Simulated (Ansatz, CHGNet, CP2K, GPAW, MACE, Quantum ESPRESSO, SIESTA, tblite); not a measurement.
# How far do other methods lie from plane waves? Random packing of 70AlN-30Al2O3 (mol %) (78 atoms)

Aim: forces, pressure of random packing of 70AlN-30Al2O3 (mol %) (78 atoms) at one geometry, from other programs and methods, against plane-wave PBE.

Results are calculated, not measured.

### 1. The cell

The cell holds 78 atoms (35 Al, 19 N and 24 O), with edges of 9.32, 9.32 and 9.32 Å. Recipe: 78 atoms (35 Al, 19 N, 24 O) packed at random in a cube at 3.27 g/cm³ and pushed apart as soft spheres, cations and anions kept from their own kind; a start for melting by ab initio MD, not an equilibrated structure. Then every atom was moved at random, 0.05 Å r.m.s. a Cartesian component. The density is 3.27 g/cm³.

### 2. The reference input

Quantum ESPRESSO 7.5: Kohn-Sham DFT, PBE, SSSP efficiency 1.3.0 pseudopotentials, plane waves. Its input, pw.in:

```
&control
  calculation = 'scf'
  pseudo_dir = './pseudo'
  outdir = './tmp'
  disk_io = 'none'
  tprnfor = .true.
  tstress = .true.
/
&system
  ibrav = 0
  nat = 78
  ntyp = 3
  ecutwfc = 60
  ecutrho = 480
  nosym = .true.
  occupations = 'smearing'
  smearing = 'fd'
  degauss = 0.003675
/
&electrons
  conv_thr = 3.9e-07
  electron_maxstep = 100
  mixing_beta = 0.4
  mixing_mode = 'plain'
  diagonalization = 'david'
/
ATOMIC_SPECIES
Al 26.982 Al.upf
N 14.007 N.upf
O 15.999 O.upf
CELL_PARAMETERS angstrom
9.32240 0.00000 0.00000
0.00000 9.32240 0.00000
0.00000 0.00000 9.32240
ATOMIC_POSITIONS crystal
Al 0.75261 0.16357 0.33567
Al 0.99725 0.09011 0.58802
Al 0.20609 0.61561 0.74663
Al 0.97072 0.81614 0.37572
[... 72 atom lines left out ...]
O 0.39415 0.34372 0.33014
O 0.70824 0.27551 0.74671
K_POINTS gamma
```

```console
$ OMP_NUM_THREADS=1 mpirun -np 2 pw.x -in pw.in > output.txt
```

It took 12 min on 2 MPI ranks of Intel Xeon at 2.30GHz, shared host; peak memory 2.8 GiB.

It converged with an r.m.s. force component of 2.0 eV/Å and a pressure of 11 GPa.

### 3. What was run beside it

- CHGNet: machine-learned potential, published weights.
- CP2K 2026.2: Gaussian basis with GTH pseudopotentials and a plane-wave density; labels give functional, basis (MOLOPT sets; SR short-range, UZH the newer set with its own potentials), grid cutoff/relative cutoff and solver (OT: orbital transformation; TRS4, TC2, SIGN: linear-scaling purification with its sparsity filter), or its built-in tight binding.
- GPAW 26.7.0: PAW with atomic orbitals (LCAO), plane waves or a real-space grid of spacing h.
- MACE: machine-learned potential, published weights.
- SIESTA 5.4.2: numerical atomic orbitals, whose automatically made sets are far from complete, with PseudoDojo norm-conserving potentials that we converted to its format (checked against plane waves on the same files for H, C, O, Si, Ge and Ca alone); labels give functional, basis size, energy shift and mesh cutoff.
- tblite 0.8.0: extended tight binding, driven from Python.

All use the same cell and atoms, and the electronic-structure runs the same k-mesh.

### 4. All runs compared

Differences are against the reference: forces as r.m.s. over components, share as that over the reference's r.m.s. force, slope as the fitted ratio of a run's forces to the reference's.

```csv
run,"Δ force, r.m.s. (meV/Å)",share (%),slope,Δ pressure (GPa),cores,CPU time,memory (GiB)
reference,-,-,-,-,2,25 min,2.8
CHGNet r2SCAN potential,713,35.2,1.019,-12.6,1,5.6 s,1.6
"CP2K PBE, DZVP-MOLOPT-SR, 300/50 Ry, diagonalisation (coarse)",72.1,3.56,0.991,-0.255,2,10 min,0.98
"CP2K PBE, DZVP-MOLOPT-SR, 600/50 Ry, diagonalisation",56.5,2.79,0.995,-0.312,4,14 min,3.4
"CP2K PBE, DZVP-MOLOPT-SR, 840/50 Ry, diagonalisation",53.1,2.62,0.994,-0.312,4,18 min,5.3
"CP2K PBE, SZV-MOLOPT-SR, 600/50 Ry, diagonalisation (coarse)",687,33.9,0.931,22.1,2,8.1 min,2.2
"GPAW PBE, LCAO dzp, h 0.16 Å",204,10.1,0.969,-,2,25 min,2.6
"GPAW PBE, LCAO dzp, h 0.18 Å",207,10.2,0.969,-,1,16 min,1.6
MACE MP-0b2 small potential,520,25.7,0.939,-2.81,1,8.4 s,0.66
MACE MP-0b3 medium potential,508,25.1,0.951,-1.39,1,10 s,1.2
"SIESTA PBE, DZ, shift 0.01 Ry, mesh 500 Ry (coarse)",586,28.9,0.985,7.60,2,10 min,1.6
"SIESTA PBE, DZP, shift 0.01 Ry, mesh 500 Ry",136,6.71,0.989,1.93,2,30 min,2.6
tblite GFN1-xTB,959,47.4,0.702,23.3,1,15 s,0.12
```

Rows marked coarse were listed beforehand as settings not expected to be converged; some can still land near the reference.

Times of the machine-learned potentials are mostly Python's start and the loading of weights.

Runs without a result: CP2K GFN1-xTB, diagonalisation (not converged); SIESTA PBE, SZP, shift 0.01 Ry, mesh 500 Ry (cut off at its time limit); GPAW PBE, LCAO szp(dzp), h 0.18 Å (cut off at its time limit).

CPU time is summed over cores on shared hosts, so it is rough.

### 5. What came out

Forces lie from 2.6 % (CP2K PBE, DZVP-MOLOPT-SR, 840/50 Ry, diagonalisation) to 47 % (tblite GFN1-xTB) of the reference's r.m.s. force of 2.0 eV/Å away from it. The PBE runs in local orbitals, coarse settings apart, differ by 2.6 % (CP2K PBE, DZVP-MOLOPT-SR, 840/50 Ry, diagonalisation) to 10 % (GPAW PBE, LCAO dzp, h 0.18 Å); basis, grid and potentials can all enter. Tight binding differs by 47 % (tblite GFN1-xTB); it is another model, with fitted parameters of its own, and the xTB methods hold dispersion. Machine-learned potentials differ by 25 % (MACE MP-0b3 medium potential) to 35 % (CHGNet r2SCAN potential); they were trained on other programs' data, some at another functional.

Runs with settings chosen to be coarse differ by 3.6 % (CP2K PBE, DZVP-MOLOPT-SR, 300/50 Ry, diagonalisation) to 34 % (CP2K PBE, SZV-MOLOPT-SR, 600/50 Ry, diagonalisation), their programs' other errors included. From CP2K PBE, DZVP-MOLOPT-SR, 300/50 Ry, diagonalisation to the finer CP2K PBE, DZVP-MOLOPT-SR, 840/50 Ry, diagonalisation the share falls from 3.6 to 2.6 %. From GPAW PBE, LCAO dzp, h 0.18 Å to the finer GPAW PBE, LCAO dzp, h 0.16 Å the share goes from 10.2 to 10.1 %, so the grid isn't what parts these runs from the reference. Pressures at PBE, coarse settings apart, lie -0.31 to +1.93 GPa from the reference's.

Caveats: Periodic xTB results under one method name differ between programs and library versions. The reference's pressure holds the uncorrected Pulay stress of its 60 Ry basis, so small pressure differences may be the reference's own error. Machine-learned potentials mimic data converged in k, so the reference's own k-point error enters their differences. The reference's stress is far from hydrostatic: its diagonal is 7.8, 11.3, 12.7 GPa, compression counted positive. The electronic-structure runs sample only Γ, in a cell whose shortest periodic width is 9 Å, which is coarse for a cell with partly filled levels. The reference's pressure of 11 GPa reflects the volume that the recipe set, positions that aren't this level's minimum and the basis. CP2K warns in some runs that its smearing reaches the highest orbitals computed, so too few empty orbitals were added. The reference has no spin polarisation, so local moments can't form. Where levels are smeared, the DFT runs use Fermi–Dirac occupations at 580 K (0.05 eV), and energies are free energies. The atoms were displaced at random, and shares hang on the size of the forces that this gives. The reference's cutoffs and mesh weren't converged further here.

[Logs are printed without paths, hosts, clocks, repeated set-up lines and the standing remarks that a program may print on its own settings, such as how far it seeks lower states.]

[Hosts, paths, dates, database ids (printed as entryN), source tags and the programs' standing remarks are cut or masked in the printed files.]

[Cells were taken only where this reference lay near another plane-wave run.]
